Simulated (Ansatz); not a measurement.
# Ba3PbO (model cell, started as antiperovskite): a soft mode frozen in, part 2 of 3

Wanted: the energy along a soft mode of Ba3PbO (model cell, started as antiperovskite) and the structure at the end.

Ansatz 0.2.0; DFT PBEsol, scalar-relativistic, plane waves, PAW; PAW set soft_1.

So far, highest frequency on the path or at a solved wavevector (cm⁻¹): step 2 (the dispersion) 284. Also lowest frequency on the path (cm⁻¹): step 2 -14.1.

The structure was built from a prototype and need not be the compound's stable phase.

### 5. Energy along the mode, all amplitudes (two of the runs are shown above)

An imaginary frequency means negative curvature, so the energy should fall and then rise again as anharmonic terms take over.

This step gave:

| Property | Result |
| --- | --- |
| depth at the lowest point sampled | 0.345 meV/atom |
| largest atomic shift at that point | 0.14 Å |

The energy from the parent by largest atomic shift:

| largest atomic shift (Å) | energy from the parent (meV/atom) |
| --- | --- |
| 0.000 | 0 |
| 0.040 | -0.049 |
| 0.080 | -0.172 |
| 0.140 | -0.345 |
| 0.220 | 0.064 |
| 0.320 | 3.56 |
| 0.450 | 18.9 |

Displacement at unit largest shift by atom:

| atom | x (Å) | y (Å) | z (Å) | size |
| --- | --- | --- | --- | --- |
| Pb1 | 0.000 | 0.000 | 0.000 | 0.000 |
| Pb2 | 0.000 | 0.000 | 0.000 | 0.000 |
| O3 | 0.000 | 0.000 | 0.000 | 0.000 |
| O4 | 0.000 | 0.000 | 0.000 | 0.000 |
| Ba5 | 0.707 | 0.707 | 0.000 | 1.000 |
| Ba6 | -0.707 | -0.707 | 0.000 | 1.000 |
| Ba7 | 0.707 | 0.000 | 0.707 | 1.000 |
| Ba8 | -0.707 | 0.000 | -0.707 | 1.000 |
| Ba9 | 0.000 | 0.707 | -0.707 | 1.000 |
| Ba10 | 0.000 | -0.707 | 0.707 | 1.000 |

The lowest of the steps tried is at 0.14 Å, 0.345 meV/atom below the parent; the bottom of the well need not coincide with a step.

### 6. Relaxation from the frozen mode

Starting from the lowest point found, all atoms and the cell are let go, so that strain and other modes of the same symmetry can join in.

Contents of input.yaml:

```yaml
crystal:
  lattice:
    - [5.4139058655, 5.4139058655, 0.0]
    - [5.4139058655, 0.0, 5.4139058655]
    - [5.4139058655, 0.0, -5.4139058655]
  atoms:
    - { symbol: Pb, position: [0.0, 0.5, 0.5] }
    - { symbol: Pb, position: [0.0, 0.0, 0.0] }
    - { symbol: O, position: [0.5, 0.25, 0.75] }
    - { symbol: O, position: [0.5, 0.75, 0.25] }
    - { symbol: Ba, position: [0.5182853104, 0.0, 1.0] }
    - { symbol: Ba, position: [0.4817146896, 0.5, 0.5] }
    - { symbol: Ba, position: [0.0, 0.0182853104, 0.5] }
    - { symbol: Ba, position: [0.0, 0.4817146896, 0.0] }
    - { symbol: Ba, position: [0.5182853104, -0.0182853104, 0.5] }
    - { symbol: Ba, position: [0.4817146896, 0.5182853104, 0.0] }
kpoints:
  mp_grid: { grid: [8, 8, 8] }
hamiltonian:
  xc: pbesol
  pseudopotentials: { kind: paw, azcp: { folder: soft_1 }, xc_functional: pbe }
scf:
  occupations: { method: methfessel_paxton, width: 0.2 }
output:
  forces: true
  stress: true
  eigenvalues: true
relax:
  adjacent_minimum: "off"
  f_tol: 0.002
  max_steps: 120
  cell: { stress_tol: 0.03 }
```

Launch:

```console
$ ansatz run input.yaml --threads 8 --pin off --max-ram 16384MiB --backend cpu --events-out ev --progress --plain --runs-dir out
```

Numbers of over 12 decimals in the logs are rounded to 6 here.

What it wrote:

```text
[...]
Crystal: 10 atoms, lattice volume = 317.367 Å³
Basis set: ecut = 420 eV, 6183 PW (Γ), exchange–correlation on 108×108×108 points (8 copies of the dense FFT grid, shifted against one another)
Bands: 60, of which v1, the nominal top of the filled ones, is band 50 counted from 1 (49 counted from 0)
Symmetry: 12 space group operations
[...]
k-points: 65 of 512
[...]
SCF iter   1: F=—  HF=-59829.232952 eV  |F-HF|=—  |Δ(HF+E_count)|=         —  Δρ=9.57e-2  dr2=3.54e1  ethr=3.10e-3  ⟨swp⟩=12.0  Hψ=21209  notcnv=0
[...]
SCF iter   9: F=-59821.956905 eV  HF=-59821.956905 eV  |F-HF|=3.24e-8  |Δ(HF+E_count)|=   1.17e-6  S|Δr|=    0.00e0  Δρ=4.72e-6  dr2=7.68e-8  ethr=1.00e-10  ⟨swp⟩=12.7  Hψ=21865  notcnv=0
SCF 1 converged in 9 iterations: F = -59821.956905 eV  dr2 = 7.68e-8
[...]
relax step   1: F+E_penalty+E_count = -59821.95690509 eV  Δ(F+E_penalty+E_count) = +0.000e0 eV  max|allowed force component| = 2.146e-3 eV/Å  Δτ_max = 0.0000 Å  P = +0.009 GPa  Ω = 317.367 Å³  (9 SCF iters, dr2 threshold 1.00e-7 eV, accepted)
Crystal: 10 atoms, lattice volume = 317.481 Å³
[...]
SCF iter   6: F=-59821.956934 eV  HF=-59821.956934 eV  |F-HF|=1.75e-10  |Δ(HF+E_count)|=  6.98e-10  S|Δr|=    0.00e0  Δρ=3.39e-7  dr2=6.58e-10  ethr=2.66e-12  ⟨swp⟩=4.8  Hψ=11846  notcnv=0
SCF 2 converged in 6 iterations: F = -59821.956934 eV  dr2 = 6.58e-10
relax step   2: F+E_penalty+E_count = -59821.95693360 eV  Δ(F+E_penalty+E_count) = -2.852e-5 eV  max|allowed force component| = 2.153e-3 eV/Å  Δτ_max = 0.0020 Å  P = -0.005 GPa  Ω = 317.481 Å³  energy of the carried Pulay correction = -5.287e-5 eV  (6 SCF iters, dr2 threshold 2.66e-9 eV, accepted)
Crystal: 10 atoms, lattice volume = 317.453 Å³
[...]
SCF iter   6: F=-59821.956983 eV  HF=-59821.956983 eV  |F-HF|=1.16e-10  |Δ(HF+E_count)|=  2.47e-10  S|Δr|=    0.00e0  Δρ=1.71e-7  dr2=2.47e-10  ethr=1.00e-12  ⟨swp⟩=4.9  Hψ=13186  notcnv=0
SCF 3 converged in 6 iterations: F = -59821.956983 eV  dr2 = 2.47e-10
relax step   3: F+E_penalty+E_count = -59821.95698266 eV  Δ(F+E_penalty+E_count) = -4.905e-5 eV  max|allowed force component| = 1.917e-3 eV/Å  Δτ_max = 0.0021 Å  P = -0.002 GPa  Ω = 317.453 Å³  energy of the carried Pulay correction = -3.981e-5 eV  (6 SCF iters, dr2 threshold 2.90e-10 eV, accepted)
[...]
relax step   4: F+E_penalty+E_count = -59821.95679337 eV  Δ(F+E_penalty+E_count) = +1.893e-4 eV  max|allowed force component| = 1.238e-3 eV/Å  Δτ_max = 0.0213 Å  P = -0.052 GPa  Ω = 317.873 Å³  energy of the carried Pulay correction = -2.356e-4 eV  (9 SCF iters, accepted)
[...]
relax step   5: F+E_penalty+E_count = -59821.95709783 eV  Δ(F+E_penalty+E_count) = -3.045e-4 eV  max|allowed force component| = 4.176e-4 eV/Å  Δτ_max = 0.0046 Å  P = -0.000 GPa  Ω = 317.453 Å³  energy of the carried Pulay correction = -3.979e-5 eV  (6 SCF iters, dr2 threshold 1.26e-8 eV, accepted)
[...]
relax step   6: F+E_penalty+E_count = -59821.95709728 eV  Δ(F+E_penalty+E_count) = +5.435e-7 eV  max|allowed force component| = 9.666e-5 eV/Å  Δτ_max = 0.0033 Å  P = -0.002 GPa  Ω = 317.463 Å³  energy of the carried Pulay correction = -4.463e-5 eV  (8 SCF iters, accepted)
[...]
SCF iter   5: F=-59821.957117 eV  HF=-59821.957117 eV  |F-HF|=0.00e0  |Δ(HF+E_count)|=  9.46e-11  S|Δr|=    0.00e0  Δρ=3.07e-8  dr2=7.27e-12  ethr=1.00e-12  ⟨swp⟩=4.8  Hψ=11885  notcnv=0
SCF 7 converged in 5 iterations: F = -59821.957117 eV  dr2 = 7.27e-12
relax step   7: F+E_penalty+E_count = -59821.95711711 eV  Δ(F+E_penalty+E_count) = -1.983e-5 eV  max|allowed force component| = 9.555e-5 eV/Å  Δτ_max = 0.0000 Å  P = -0.002 GPa  Ω = 317.463 Å³  stress off target by 2.52e-3 GPa  SCF on the basis re-selected at this cell (its energy is not comparable with the rows above)  (5 SCF iters)
basis re-selected at this cell: Δ(F+E_penalty+E_count) = -1.983e-5 eV, ΔP = +0.000 GPa vs the last step (what re-selecting the basis moved, of the pressure what is left beyond the Pulay correction that the steps carried, after the strain that the cell walked since its last selection, with what the two solves' SCF thresholds leave and, on support functions, any second-order correction that the steps lacked; it is no m [...]
SCF converged after 5 iterations
[...]
Free energy (F): -59821.957117 eV
[...]
Internal energy: -59821.968528 eV  (E = F + TS)
E sigma→0 (E₀):  -59821.959970 eV
Entropy (-TS):   0.011411 eV (1.141 meV/atom)
Fermi energy:    9.713947 eV
[...]
--- Forces (eV/Å), atoms counted from 1 ---
  atom   1  Pb     0.00000000     0.00000000     0.00000000
  atom   2  Pb     0.00000000    -0.00000000     0.00000000
  atom   3  O      0.00000000     0.00000000    -0.00000000
  atom   4  O     -0.00000000     0.00000000     0.00000000
  atom   5  Ba     0.00009555     0.00009555    -0.00000000
  atom   6  Ba    -0.00009555    -0.00009555     0.00000000
  atom   7  Ba     0.00009555    -0.00000000     0.00009555
  atom   8  Ba    -0.00009555     0.00000000    -0.00009555
  atom   9  Ba     0.00000000     0.00009555    -0.00009555
  atom  10  Ba    -0.00000000    -0.00009555     0.00009555
  max |Σ_I F_I| component: 3.47e-18 eV/Å
--- Stress (GPa, compression-positive) ---
       -0.001625       0.000446       0.000446
        0.000446      -0.001625      -0.000446
        0.000446      -0.000446      -0.001625
  P = ⅓ Tr σ = -0.0016 GPa (-0.016 kbar)
--- Band table (eV; the first three rows and the last of 65) ---
  k-point 0: bands = [... 46 lower, 9.6011, 9.6011, 9.6317, 9.8723, 9.9241, 9.9241, 10.1610, 10.2101, ... 6 higher]
  k-point 1: bands = [... 46 lower, 9.4078, 9.4183, 9.5201, 9.5201, 9.9321, 9.9321, 10.1851, 10.4517, ... 6 higher]
  k-point 2: bands = [... 46 lower, 9.2210, 9.2210, 9.3359, 9.3359, 10.0722, 10.0722, 10.4708, 10.9087, ... 6 higher]
  k-point 64: bands = [... 46 lower, 8.5529, 8.6841, 8.7120, 9.1825, 10.5057, 10.9386, 11.0279, 11.3606, ... 6 higher]
--- Relaxed structure (6 steps of the walk, 6 accepted, 1 SCFs on fresh bases) ---
  F+E_penalty+E_count = -59821.95711711 eV   max|allowed force component| = 9.555e-5 eV/Å   (the final SCF, on the basis selected at the relaxed cell)
  cell:  # Å, volume = 317.4629 Å³
    - [5.417016, 5.417016, -4.336808689942018e-19]
    - [5.417016, -1.3010426069826053e-18, 5.417016]
    - [5.411886, 0.00512954, -5.411886]
  atoms:
    - { symbol: Pb, position: [1.4571613670734136e-19, 0.5, 0.5] }
    - { symbol: Pb, position: [0, 0, 0] }
    - { symbol: O, position: [0.500000, 0.250000, 0.750000] }
    - { symbol: O, position: [0.500000, 0.750000, 0.250000] }
    - { symbol: Ba, position: [0.520573, 3.3306690738754696e-16, 1.000000] }
    - { symbol: Ba, position: [0.479427, 0.500000, 0.500000] }
    - { symbol: Ba, position: [0, 0.020573, 0.5] }
    - { symbol: Ba, position: [1.3552527156068805e-19, 0.479427, 0.0] }
    - { symbol: Ba, position: [0.520573, -0.020573, 0.5] }
    - { symbol: Ba, position: [0.479427, 0.520573, 0.0] }
```

Run time: 97 s. Hardware: 8 threads of Arm Neoverse V1, shared host; peak memory 1.8 GiB.

The steps of the relaxation:

| step | energy less that of the first step (eV) | largest force component (eV/Å) | pressure (GPa) | volume (Å³) |
| --- | --- | --- | --- | --- |
| 1 | 0.0000 | 0.0021 | 0.01 | 317.37 |
| 2 | 0.0000 | 0.0022 | -0.01 | 317.48 |
| 3 | -0.0001 | 0.0019 | 0.00 | 317.45 |
| 4 | 0.0001 | 0.0012 | -0.05 | 317.87 |
| 5 | -0.0002 | 0.0004 | 0.00 | 317.45 |
| 6 | -0.0002 | 0.0001 | 0.00 | 317.46 |
| 7* | -0.0002 | 0.0001 | 0.00 | 317.46 |

Relaxation steps marked * repeat the geometry before them on a plane-wave basis chosen anew for their cell, so energy and pressure can jump there.

Forces are held to the 12 operations that the run works with; a distortion that breaks them can't arise in this run.

| conventional cell, symmetrised | before | after | change |
| --- | --- | --- | --- |
| a (Å) | 7.656 | 7.661 | +0.1 % |
| b (Å) | 7.656 | 7.661 | +0.1 % |
| c (Å) | 18.754 | 18.738 | -0.1 % |
| volume (Å³/atom) | 31.74 | 31.75 | +0.0 % |

The atoms that moved most (Å, as changes of fractional coordinates times the final cell):

| atom | dx | dy | dz | length |
| --- | --- | --- | --- | --- |
| Ba5 | 0.012 | 0.012 | 0.000 | 0.018 |
| Ba9 | 0.000 | 0.012 | -0.012 | 0.018 |
| Ba7 | 0.012 | 0.000 | 0.012 | 0.018 |
| Ba10 | 0.000 | -0.012 | 0.012 | 0.018 |
| Ba6 | -0.012 | -0.012 | 0.000 | 0.018 |
| Ba8 | -0.012 | 0.000 | -0.012 | 0.018 |

Final coordinates:

```cif
data_structure
_symmetry_space_group_name_H-M 'P 1'
_symmetry_Int_Tables_number 1
_cell_length_a 7.6608
_cell_length_b 7.6608
_cell_length_c 7.6536
_cell_angle_alpha 90.000
_cell_angle_beta 59.969
_cell_angle_gamma 60.000
_cell_volume 317.46
loop_
_atom_site_label
_atom_site_type_symbol
_atom_site_fract_x
_atom_site_fract_y
_atom_site_fract_z
_atom_site_occupancy
Pb1 Pb 0.00000 0.50000 0.50000 1
Pb2 Pb 0.00000 0.00000 0.00000 1
O3 O 0.50000 0.25000 0.75000 1
O4 O 0.50000 0.75000 0.25000 1
Ba5 Ba 0.52057 0.00000 0.00000 1
Ba6 Ba 0.47943 0.50000 0.50000 1
Ba7 Ba 0.00000 0.02057 0.50000 1
Ba8 Ba 0.00000 0.47943 0.00000 1
Ba9 Ba 0.52057 0.97943 0.50000 1
Ba10 Ba 0.47943 0.52057 0.00000 1
```

Numbers from this step:

| Property | Result |
| --- | --- |
| pressure | -0.001625 GPa |
| volume per atom | 31.75 Å³ |

The distorted start has space group R-3c; the relaxation ends in R-3c.

### 7. The new phase in its own primitive cell

The relaxed structure is symmetrised, reduced to its primitive cell and relaxed tightly, as its phonons need.

Contents of input.yaml:

```yaml
crystal:
  lattice:
    - [3.8304085386, 2.2114874009, 6.2461463227]
    - [-3.8304085386, 2.2114874009, 6.2461463227]
    - [0.0, -4.4229748017, 6.2461463227]
  atoms:
    - { symbol: Pb, position: [0.25, 0.25, 0.25] }
    - { symbol: Pb, position: [0.75, 0.75, 0.75] }
    - { symbol: O, position: [0.5, 0.5, 0.5] }
    - { symbol: O, position: [0.0, 0.0, 0.0] }
    - { symbol: Ba, position: [0.2705725732, 0.75, 0.2294274268] }
    - { symbol: Ba, position: [0.7294274268, 0.25, 0.7705725732] }
    - { symbol: Ba, position: [0.7705725732, 0.7294274268, 0.25] }
    - { symbol: Ba, position: [0.2294274268, 0.2705725732, 0.75] }
    - { symbol: Ba, position: [0.25, 0.7705725732, 0.7294274268] }
    - { symbol: Ba, position: [0.75, 0.2294274268, 0.2705725732] }
kpoints:
  mp_grid: { grid: [6, 6, 6] }
hamiltonian:
  xc: pbesol
  pseudopotentials: { kind: paw, azcp: { folder: soft_1 }, xc_functional: pbe }
scf:
  occupations: { method: methfessel_paxton, width: 0.2 }
output:
  forces: true
  stress: true
  eigenvalues: true
relax:
  adjacent_minimum: "off"
  f_tol: 0.001
  max_steps: 60
  cell: { stress_tol: 0.01 }
```

What it wrote:

```text
[...]
Crystal: 10 atoms, lattice volume = 317.463 Å³
Basis set: ecut = 420 eV, 6183 PW (Γ), exchange–correlation on 108×108×108 points (8 copies of the dense FFT grid, shifted against one another)
Bands: 60, of which v1, the nominal top of the filled ones, is band 50 counted from 1 (49 counted from 0)
Symmetry: 12 space group operations
[...]
k-points: 32 of 216
[...]
- { symbol: O, position: [0.500000, 0.500000, 0.500000] }
    - { symbol: O, position: [0.0, 0.0, 0.0] }
    - { symbol: Ba, position: [0.270573, 0.75, 0.229427] }
    - { symbol: Ba, position: [0.729427, 0.250000, 0.7705725732] }
    - { symbol: Ba, position: [0.770573, 0.729427, 0.250000] }
    - { symbol: Ba, position: [0.229427, 0.270573, 0.75] }
    - { symbol: Ba, position: [0.250000, 0.770573, 0.729427] }
    - { symbol: Ba, position: [0.750000, 0.229427, 0.270573] }
[key lines of the parts left out:]
SCF converged after 6 iterations
Free energy (F): -59821.956999 eV
Fermi energy:    9.728543 eV
P = ⅓ Tr σ = 0.0017 GPa (0.017 kbar)
```

Run time: 17 s. Hardware: 8 threads; peak memory 1.5 GiB; 2.1 min of CPU time.

Little changed from the start: no atom moved by 0.005 Å and no cell edge by 0.1 %.

Numbers from this step:

```yaml
pressure: 0.001690 GPa
```

The largest force component left is 0.23 meV/Å and the pressure is 0.002 GPa, within the tolerances set. The cell now holds 31.75 Å³/atom.

(Continued in part 3 of 3.)

[Logs are printed without paths, hosts, clocks, repeated set-up lines and the standing remarks that a program may print on its own settings, such as how far it seeks lower states.]

[Hosts, paths, dates, database ids (printed as entryN), source tags and the programs' standing remarks are cut or masked in the printed files.]
